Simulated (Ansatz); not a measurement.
## Quasiparticle gap of La2O3 (P-3m1)

Wanted: the gap of La2O3 (P-3m1) with a many-body correction, and the time that it takes.

Method: HSE06, then G0W0 on it, plane waves, PAW, in Ansatz 0.2.0.

### Step 1. Set-up

It takes space group P-3m1 (No. 164, trigonal). The conventional cell has a = 3.931 Å, b = 3.931 Å, c = 6.112 Å, α = 90.00°, β = 90.00°, γ = 120.00°. Nearest to La lie 7 O at 2.36 to 2.72 Å. Nearest to O lie 4 La at 2.36 to 2.44 Å. Nearest to O lie 6 La at 2.72 Å. Farther neighbours and most contacts between anions are not listed.

The cell and positions are those that the Materials Project relaxed with its own functionals (PBE, PBE+U or r2SCAN), kept fixed. Spin-orbit coupling is left out unless a step names it. The default PAW set here is soft_2. Its files were made with PBE.

### Step 2. HSE06 levels on the mesh and at listed points

HSE06 mixes in a quarter of exact exchange at short range.

This step: DFT, HSE06, plane waves, PAW.

Input file input.yaml:

```yaml
crystal:
  lattice:
    - [3.930777878, 0.0, 0.0]
    - [-1.965388939, 3.404153499, 0.0]
    - [0.0, 0.0, 6.11195352]
  atoms:
    - { symbol: La, position: [0.66666667, 0.33333333, 0.75376432] }
    - { symbol: La, position: [0.33333333, 0.66666667, 0.24623568] }
    - { symbol: O, position: [0.66666667, 0.33333333, 0.35410935] }
    - { symbol: O, position: [0.33333333, 0.66666667, 0.64589065] }
    - { symbol: O, position: [0.0, 0.0, 0.0] }
kpoints:
  mp_grid: { grid: [6, 6, 2] }
  band_path:
    path:
      - [0.0, 0.0, 0.0]
      - [0.5, 0.0, 0.0]
      - [0.3333333333, 0.3333333333, 0.0]
      - [0.0, 0.0, 0.5]
      - [0.5, 0.0, 0.5]
      - [0.3333333333, 0.3333333333, 0.5]
    npoints: 1
hamiltonian:
  xc: hse06
scf:
  occupations: { method: fixed }
  n_extra_bands: 5
output:
  forces: true
  stress: true
  eigenvalues: true
```

Run with:

```console
ansatz run input.yaml --threads 3 --pin off --max-ram 64512MiB --backend cuda --events-out ev --progress --plain --runs-dir out --devices 1 --max-vram 24GiB  # rebuilt from the run's record
```

Numbers of over 12 decimals in the logs are rounded to 6 here.

What it wrote:

```text
Warning: output.stress: scf.convergence.dr2_threshold = 1e-7 eV (the SCF's general default) is looser than the 5e-10 eV advised for a printed stress (1e-10 eV for each atom of the cell: 5). What an SCF threshold leaves in a stress goes as its square root, and in the free energy as the threshold itself, and one threshold admits the most on a small cell: [figures from the program's tests cut] Set scf.convergence.dr2_threshold to 5e-10 eV or tighter. The threshold is an SCF's pass mark: one that does not reach it within its budget of iterations ends unconverged, or closes short of it on a stop that the run arms, and scf.convergence.dr2_threshold's page says what that costs each kind of run
Warning: output.stress: scf.exx.energy_threshold = 1e-6 eV is looser than the 5e-8 eV advised for a stress under a hybrid functional (1e-8 eV for each atom of the cell: 5). Every SCF of the exchange loop can meet its threshold on dr2 while the loop round them stops early: no threshold on dr2 bounds what that leaves in the stress. Set scf.exx.energy_threshold to 5e-8 eV or tighter. The threshold is the loop's pass mark: a loop that does not reach it within its budget of cycles ends unconverged, and scf.exx.energy_threshold's page has the law
scf.n_extra_bands = 5 over 20 filled bands (N_el = 40.0): the run solves 25 bands
GPUs: using 1 of 1 available (devices: 1).
Engine: ansatz 0.2.0, x86_64-unknown-linux-gnu
Pseudopotentials: kind: paw
Pseudopotential: La, paw, valence charge 11, recommended cutoff 420 eV (normal), La.paw.azcp
Pseudopotential: O, paw, valence charge 6, recommended cutoff 420 eV (normal), O.paw.azcp
Functional definition: HSE06
  parameter a = 0.25
  parameter omega = 0.11/bohr
  exchange = pbe_x - a*pbe_x_sr(omega) + a*exact_x_sr(omega)
  correlation = pbe_c
davidson cushion auto → on  (no smearing: the cushion is to keep the highest requested band from converging to the state above it; pin scf.eigensolver.cushion to override)
device memory: the entry about to start is reckoned to put 0.7 GiB on a device that reports 61.7 GiB free (of which the cap on the GPU budget leaves the run 24.0 GiB)
GPU FFT provider: cuFFT
GPU libraries: cuBLAS 13.8.2, cuFFT 12.4.0, cuSOLVER 12.3.4
Crystal: 5 atoms, lattice volume = 81.784 Å³
Basis set: ecut = 420 eV, 1641 PW (Γ), exchange–correlation on 54×54×90 points (8 copies of the dense FFT grid, shifted against one another)
Bands: 25, of which v1, the nominal top of the filled ones, is band 20 counted from 1 (19 counted from 0)
Symmetry: 12 space group operations
Space group: P-3m1 (ITA 164), of the structure as read, at distance tolerance 4.3e-5 Å
k-points: 14 of 72
Non-local potential: La, projectors of the file, l = 0: 3, l = 1: 2, l = 2: 2, l = 3: 3
Non-local potential: O, projectors of the file, l = 0: 2, l = 1: 2, l = 2: 1
PAW form: soft (Blöchl's): semilocal exchange-correlation on the pseudo side does not see the compensation charge
PAW frozen core: La, regenerated for the run's functional, and the local potential with it (the file was generated under x = pbe(κ = 0.804, μ = 0.219515), c = pbe(β = 0.066725))
PAW frozen core: O, regenerated for the run's functional, and the local potential with it (the file was generated under x = pbe(κ = 0.804, μ = 0.219515), c = pbe(β = 0.066725))
PAW one-centre angular grid: La, 590 points (default); XC on 64 Gauss nodes
PAW one-centre angular grid: O, 110 points (default); XC on 96 Gauss nodes
Initial density: superposition of atomic densities (neutral atoms: chi_scale 0, normalization atom), corrected by the library's trained network
Initial wavefunctions: pseudopotential atomic-orbital guess
GPU buffer pool allocated for 32805 grid points (all kernels)
GPU transforms: local potential and band sums: pruned to the plane-wave sphere, on 25×27×45
Functional: x = pbe(κ = 0.804, μ = 0.219515), c = pbe(β = 0.066725), warm-up for x = pbe(κ = 0.804, μ = 0.219515) + 0.25 (exact − pbe) at short range (hse, ω = 0.207870 Å⁻¹), c = pbe(β = 0.066725); HSE06 as pw.x's `hse` composes it (authors' and Libxc's form: `xc: wpbeh`)
SCF iter   1: F=—  HF=-14212.054245 eV  |F-HF|=—  |Δ(HF+E_count)|=         —  Δρ=2.13e-3  dr2=3.31e-3  ethr=1.77e-3  ⟨swp⟩=5.9  Hψ=1926  notcnv=0
preconditioner: auto → none  [insulator: Δε(μ)=3.887 eV  Ē_g=12.534 eV  n_scr=22 (ndim 8)  ℏωp=24.6 eV  f_vac=0.023]
SCF iter   2: F=—  HF=-14212.058042 eV  |F-HF|=—  |Δ(HF+E_count)|=   3.80e-3  Δρ=2.01e-3  dr2=2.96e-3  ethr=8.26e-6  ⟨swp⟩=7.2  Hψ=1531  notcnv=0
SCF iter   3: F=-14212.057967 eV  HF=-14212.057765 eV  |F-HF|=2.02e-4  |Δ(HF+E_count)|=   2.77e-4  Δρ=9.07e-4  dr2=3.80e-4  ethr=7.40e-6  ⟨swp⟩=4.7  Hψ=963  notcnv=0  defer=1
SCF 1 stopped early in 3 iterations: F = -14212.057967 eV  dr2 = 3.80e-4
  greatest PAW one-centre occupation: 0.973 electrons in one spin orbital (limit 2), on the La atom at site 1 (counted from 0), in its partial waves of l = 0
device memory: the entry about to start is reckoned to put 1.2 GiB (of the 1.2 GiB reckoned in all, the device holds 0.1 GiB already) on a device that reports 61.6 GiB free (of which the cap on the GPU budget leaves the run 24.0 GiB)
GPU FFT provider: cuFFT
GPU libraries: cuBLAS 13.8.2, cuFFT 12.4.0, cuSOLVER 12.3.4
Initial density: handed on by an earlier stage of this run
Initial wavefunctions: those handed on with the density
GPU buffer pool allocated for 32805 grid points (all kernels)
GPU transforms: local potential and band sums: pruned to the plane-wave sphere, on 25×27×45
Functional: x = pbe(κ = 0.804, μ = 0.219515) + 0.25 (exact − pbe) at short range (hse, ω = 0.207870 Å⁻¹), c = pbe(β = 0.066725); HSE06 as pw.x's `hse` composes it (authors' and Libxc's form: `xc: wpbeh`)
Exchange kernel: α = 0.2500, screened, ω = 0.2079 Å⁻¹, Wigner–Seitz truncation, v(0) = 1025.1226 eV·Å³, q-mesh 6×6×2, nearest image of the exchange supercell L = 12.22 Å, pair-density grid 24×24×30, without the augmentation charges, whose exchange is taken in its separable form by FFT convolution over the k-point mesh (sized by the pseudopotential files, 24×24×45 at the most), smooth part of the exact exchange by density-matrix convolution in up to 2.67 GiB of GPU memory as planned if the GPU has room (build and FFT work areas not counted)
Frozen-core exchange: fock
SCF iter   1: F=—  HF=-14220.636365 eV  |F-HF|=—  |Δ(HF+E_count)|=         —  Δρ=1.23e-2  dr2=2.25e-1  ethr=9.49e-6  ⟨swp⟩=15.4  Hψ=2604  notcnv=0
preconditioner: auto → none  [insulator: Δε(μ)=5.522 eV  Ē_g=15.674 eV  n_scr=22 (ndim 8)  ℏωp=24.6 eV  f_vac=0.022]
SCF iter   2: F=—  HF=-14220.579977 eV  |F-HF|=—  |Δ(HF+E_count)|=   5.64e-2  Δρ=1.19e-2  dr2=8.98e-2  ethr=9.49e-6  ⟨swp⟩=9.1  Hψ=2102  notcnv=0
SCF iter   3: F=—  HF=-14220.560925 eV  |F-HF|=—  |Δ(HF+E_count)|=   1.91e-2  Δρ=2.43e-3  dr2=6.11e-3  ethr=9.49e-6  ⟨swp⟩=5.9  Hψ=1511  notcnv=0
SCF iter   4: F=—  HF=-14220.592251 eV  |F-HF|=—  |Δ(HF+E_count)|=   3.13e-2  Δρ=1.96e-3  dr2=4.54e-3  ethr=9.06e-6  ⟨swp⟩=8.3  Hψ=1537  notcnv=0  defer=8
iter 5 solved again at ethr=5.08e-7 eV; its pass at ethr=9.06e-6 eV (dr2=2.03e-4 eV) is discarded
SCF iter   5: F=—  HF=-14220.590907 eV  |F-HF|=—  |Δ(HF+E_count)|=   1.34e-3  Δρ=5.49e-4  dr2=2.38e-4  ethr=5.08e-7  ⟨swp⟩=4.8  Hψ=2038  notcnv=0  defer=6
SCF iter   6: F=—  HF=-14220.590905 eV  |F-HF|=—  |Δ(HF+E_count)|=   2.22e-6  Δρ=4.35e-4  dr2=1.99e-4  ethr=4.81e-7  ⟨swp⟩=4.7  Hψ=1077  notcnv=0
SCF iter   7: F=—  HF=-14220.590867 eV  |F-HF|=—  |Δ(HF+E_count)|=   3.83e-5  Δρ=3.89e-5  dr2=3.33e-5  ethr=3.82e-7  ⟨swp⟩=3.9  Hψ=885  notcnv=0
SCF iter   8: F=-14220.591350 eV  HF=-14220.591358 eV  |F-HF|=8.34e-6  |Δ(HF+E_count)|=   4.91e-4  Δρ=1.30e-4  dr2=1.26e-5  ethr=2.67e-9  ⟨swp⟩=9.4  Hψ=2349  notcnv=0  defer=66
SCF 2 stopped early in 8 iterations: F = -14220.591350 eV  dr2 = 1.26e-5
  Residual-converged pass: ⟨swp⟩=3.3  Hψ=1015  notcnv=0  max |occ|·‖R‖ = 6.6e-6 eV (tolerance 6.7e-6 eV)  dr2=1.27e-5  dr2_onsite=8.18e-7  max |Δocc| = 0.0e0
  greatest PAW one-centre occupation: 0.977 electrons in one spin orbital (limit 2), on the La atom at site 1 (counted from 0), in its partial waves of l = 0
hybrid outer 1: dexx = +3.498e-2 eV, tail = 1.39e-4 eV
GPU FFT provider: cuFFT
GPU libraries: cuBLAS 13.8.2, cuFFT 12.4.0, cuSOLVER 12.3.4
GPU buffer pool allocated for 32805 grid points (all kernels)
GPU transforms: local potential and band sums: pruned to the plane-wave sphere, on 25×27×45
Exchange kernel: α = 0.2500, screened, ω = 0.2079 Å⁻¹, Wigner–Seitz truncation, v(0) = 1025.1226 eV·Å³, q-mesh 6×6×2, nearest image of the exchange supercell L = 12.22 Å, pair-density grid 24×24×30, without the augmentation charges, whose exchange is taken in its separable form by FFT convolution over the k-point mesh (sized by the pseudopotential files, 24×24×45 at the most), smooth part of the exact exchange by density-matrix convolution in up to 2.67 GiB of GPU memory as planned if the GPU has room (build and FFT work areas not counted)
Frozen-core exchange: fock
SCF iter   1: F=—  HF=-14220.589334 eV  |F-HF|=—  |Δ(HF+E_count)|=         —  Δρ=1.21e-4  dr2=1.40e-5  ethr=1.73e-6  ⟨swp⟩=8.6  Hψ=1096  notcnv=0
preconditioner: auto → none  [insulator: Δε(μ)=5.284 eV  Ē_g=15.306 eV  n_scr=22 (ndim 8)  ℏωp=24.6 eV  f_vac=0.025]
SCF iter   2: F=—  HF=-14220.589335 eV  |F-HF|=—  |Δ(HF+E_count)|=   1.83e-6  Δρ=3.37e-5  dr2=1.92e-6  ethr=2.99e-8  ⟨swp⟩=6.4  Hψ=1329  notcnv=0  defer=5
SCF iter   3: F=—  HF=-14220.589339 eV  |F-HF|=—  |Δ(HF+E_count)|=   3.81e-6  Δρ=2.49e-5  dr2=3.94e-7  ethr=3.02e-9  ⟨swp⟩=6.8  Hψ=1418  notcnv=0  defer=52
SCF iter   4: F=—  HF=-14220.589339 eV  |F-HF|=—  |Δ(HF+E_count)|=   8.77e-8  Δρ=6.57e-6  dr2=5.74e-8  ethr=8.44e-10  ⟨swp⟩=6.4  Hψ=1223  notcnv=0  defer=28
SCF iter   5: F=—  HF=-14220.589339 eV  |F-HF|=—  |Δ(HF+E_count)|=   5.46e-8  Δρ=6.15e-6  dr2=3.39e-8  ethr=1.27e-10  ⟨swp⟩=5.9  Hψ=1155  notcnv=0  defer=64
SCF iter   6: F=—  HF=-14220.589339 eV  |F-HF|=—  |Δ(HF+E_count)|=   8.27e-9  Δρ=1.06e-6  dr2=1.74e-9  ethr=8.35e-11  ⟨swp⟩=5.7  Hψ=1090  notcnv=0  defer=45
SCF iter   7: F=-14220.589339 eV  HF=-14220.589339 eV  |F-HF|=6.55e-11  |Δ(HF+E_count)|=  1.02e-10  Δρ=2.51e-7  dr2=3.48e-10  ethr=3.00e-12  ⟨swp⟩=7.6  Hψ=1447  notcnv=0  defer=25
SCF 3 converged in 7 iterations: F = -14220.589339 eV  dr2 = 3.48e-10
  Residual-converged pass: ⟨swp⟩=3.0  Hψ=767  notcnv=0  max |occ|·‖R‖ = 6.6e-7 eV (tolerance 7.0e-7 eV)  dr2=3.50e-10  dr2_onsite=5.89e-12  max |Δocc| = 0.0e0
hybrid outer 2: dexx = +4.496e-6 eV, tail = 3.52e-8 eV, Δε = 3.45e-3 eV (about 7.14e-5 eV left of the loop's levels), ΔF = 2.58e-3 eV/Å (tail 6.82e-4)
the search or the solves at the SCF's close seem to have found levels that the self-consistency loop had missed (the run counts 8). By its estimate they hold under 1e-12 electrons; where the run keeps them, the occupations were computed again with them
device memory: the entry about to start is reckoned to put 0.4 GiB on a device that reports 59.5 GiB free (of which the cap on the GPU budget leaves the run 24.0 GiB)
NSCF: frozen V_eff on 6 k-points
hybrid SCF converged: 2 outer / 15 inner (+3 warm-up), last move |dexx| = 4.50e-6 eV, tail = 3.52e-8 eV
Stability not checked: this state was not tested for a lower state beside it, because the functional holds exact exchange (a hybrid, or Hartree-Fock), whose exchange loop this test does not read (fock_operator; see scf.lower_state_search)
Free energy (F): -14220.589339 eV
Frozen-core exchange: fock
Harris-Foulkes:  -14220.589339 eV  (|F-HF|=6.55e-11)
Internal energy: -14220.589339 eV  (E = F + TS)
E sigma→0 (E₀):  -14220.589339 eV
Fermi energy:    8.770829 eV
--- Per-component energies (eV) ---
  E_band       = -72.198668
  E_kinetic    = 915.812063
  E_local      = -1530.377165  (includes V_loc(G=0)·N_el)
  E_nonlocal   = 329.383321
  E_hartree    = 548.787997
  E_xc         = -406.366863
  E_vxc        = -465.903291  (∫ρ·V_xc dr)
  E_exx        = -102.557623  (= α·E_x^exact, valence–valence)
  E_paw        = -11310.415654  (= ΣΔE_a)
  E_vpaw       = -213.580098  (= ΣTr[D̂ρ^β])
  E_aug_tail   = 0.007138  (compensation charges beyond the density's cutoff)
  E_ewald      = -2664.442448
  E_core_change = -0.420104  (= ΣΔE_core)
  E_smearing   = -0.000000  (= −TS)
  E_closure    = -0.000000  (closes the sum)
  Σ components = -14220.589339   (vs F -14220.589339, Δ=0.00e0)
--- Forces (eV/Å), atoms counted from 1 ---
  atom   1  La    -0.00000000     0.00000000    -0.14996810
  atom   2  La     0.00000000    -0.00000000     0.14996810
  atom   3  O     -0.00000000     0.00000000    -0.03158521
  atom   4  O      0.00000000    -0.00000000     0.03158521
  atom   5  O      0.00000000     0.00000000     0.00000000
  max |Σ_I F_I| component: 1.86e-17 eV/Å
--- Stress (GPa, compression-positive) ---
       -0.883750      -0.000000      -0.000000
       -0.000000      -0.883750      -0.000000
       -0.000000       0.000000      -0.005137
  P = ⅓ Tr σ = -0.5909 GPa (-5.909 kbar)
--- Band table (eV; the first three rows and the last of 14) ---
  k-point 0: bands = [... 16 lower, 6.9685, 8.3704, 8.3704, 8.6661, 14.8405, 15.0018, 15.0018, 15.4961, ... 1 higher]
  k-point 1: bands = [... 16 lower, 7.7231, 7.9241, 8.4681, 8.4681, 15.4017, 15.4017, 15.7040, 15.8046, ... 1 higher]
  k-point 2: bands = [... 16 lower, 7.5733, 7.9985, 8.3546, 8.5670, 14.8353, 15.2248, 15.3184, 15.7442, ... 1 higher]
  k-point 13: bands = [... 16 lower, 8.1338, 8.4638, 8.4638, 8.5341, 14.6471, 15.4086, 16.0338, 16.0338, ... 1 higher]
```

Wall time 51 s (1 × NVIDIA H100 80GB HBM3 (shared by 3 runs) with 3 threads of AMD EPYC 7R13 (Zen 3), shared host); peak memory 2.1 GiB.

The column dr2 measures how far the density is from self-consistency, as an energy; F and HF (Harris–Foulkes) agree once it is small.

Numbers from this step:

| Quantity | Value |
| --- | --- |
| gap | 5.286 eV |
| valence top at | L |
| conduction bottom at | K |
| least direct gap | 5.414 eV |
| exact-exchange fraction | 0.25 |

Over mesh and listed points the gap is 5.286 eV, from k = (0.500, 0.000, 0.500) to k = (0.333, 0.333, 0.000). The least direct gap found is 5.414 eV, at k = (0.333, 0.333, 0.000). The program's warnings for this run: stress exchange threshold loose; stress scf threshold loose.

(Continued in part 2 of 2.)

[Paths, hosts, dates, memory and timing lines, banners, echoed tables and standing remarks are left out of the program output.]

[Logs are printed without paths, hosts, clocks, repeated set-up lines and the standing remarks that a program may print on its own settings, such as how far it seeks lower states.]

[Runs of the session that timed out or met a known fault of the program may be left out.]

[Cells called generated may have been cut or substituted from an entry of the Crystallography Open Database or the Materials Project.]

[Hosts, paths, dates, database ids (printed as entryN), source tags and the programs' standing remarks are cut or masked in the printed files.]

[Where an RPA ε∞ is given, it is that of the G0W0 mesh and is not shown converged in it. Names of k-points follow the symmetry that the program found, which can be lower than the space group named. Band edges on a path are those of the sampled points; other points can move an edge, and change direct to indirect where valleys lie close.]

[Hybrid gaps are those of their k-mesh and are not shown converged in it.]
